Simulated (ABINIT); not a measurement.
Records of electronic-structure calculations.

```cif
data_batio3
_symmetry_space_group_name_H-M 'P4mm'
_symmetry_Int_Tables_number 99
_cell_length_a 3.9905
_cell_length_b 3.9905
_cell_length_c 4.0230
_cell_angle_alpha 90.000
_cell_angle_beta 90.000
_cell_angle_gamma 90.000
_cell_volume 64.06
loop_
_atom_site_label
_atom_site_type_symbol
_atom_site_symmetry_multiplicity
_atom_site_Wyckoff_symbol
_atom_site_fract_x
_atom_site_fract_y
_atom_site_fract_z
_atom_site_occupancy
Ba1 Ba 1 a 0.00000 0.00000 0.00000 1
Ti1 Ti 1 b 0.50000 0.50000 0.52200 1
O1 O 1 b 0.50000 0.50000 0.97900 1
O2 O 2 c 0.50000 0.00000 0.48800 1
_calc_subject 'A GW chain in ABINIT: BaTiO3 (P4mm)'
_calc_method 'RPA screening on PBE, plane waves, norm-conserving pseudopotentials (and 2 further levels or steps)'
_calc_program 'ABINIT 10.8.3'
_calc_settings 'cutoff 38 Ha, PseudoDojo scalar-relativistic 0.4.1 standard, norm-conserving, potential set dojo-sr-pbe-0.4.1-standard, ngkpt (2, 2, 2), nband 120, ecuteps 3.9 Ha, inclvkb 2, shiftk (0, 0, 0), symchi 1, awtr 1, frequency ppm, 2×2×2 k-mesh'
_calc_notes 'The program’s warnings: nproc spkpt=  >= nkpt= * nsppol=. The cell and positions come from the Crystallography Open Database and are kept as given unless a step says otherwise. Limits: no spin-orbit coupling. The 2×2×2 mesh is coarse for this cell, which bears on the long-range parts of exchange and screening.'
_calc_pbe_gap '1.85 eV, indirect'
_calc_g0w0_gap_on_the_mesh '3.33 eV'
_calc_gw_settings '2×2×2 mesh, 120 bands, screening to 106.1 eV, Godby-Needs plasmon pole'
_calc_known_limits 'short of the basis limit; no spin-orbit coupling; coarse k mesh'
```

[Long decimals in the printed logs are rounded to 6 places.]

[Logs are printed without paths, hosts, clocks, repeated set-up lines and the standing remarks that a program may print on its own settings, such as how far it seeks lower states.]

[Paths, hosts, dates, memory and timing lines, banners, echoed tables and standing remarks are left out of the program output; an Ansatz launch command may be rebuilt from the run's recorded settings. Measured values are a selection of at most five: reports struck by readers or far from the other reports are left out. None is set beside runs whose start may be inverted or whose files or cutoffs have a known fault.]

[Runs of the session that timed out or met a known fault of the program may be left out.]

[Hosts, paths, dates, database ids (printed as entryN), source tags and the programs' standing remarks are cut or masked in the printed files.]

[G0W0 gaps are taken among the corrected bands and points alone; a level outside them can change the order at an edge.]

[Where Ansatz stands beside ABINIT at settings called matched, ABINIT's density can come from a denser mesh and the files from another edition; pairs whose starting gaps differed by over 0.03 eV were left out, so agreement reads better than it is.]
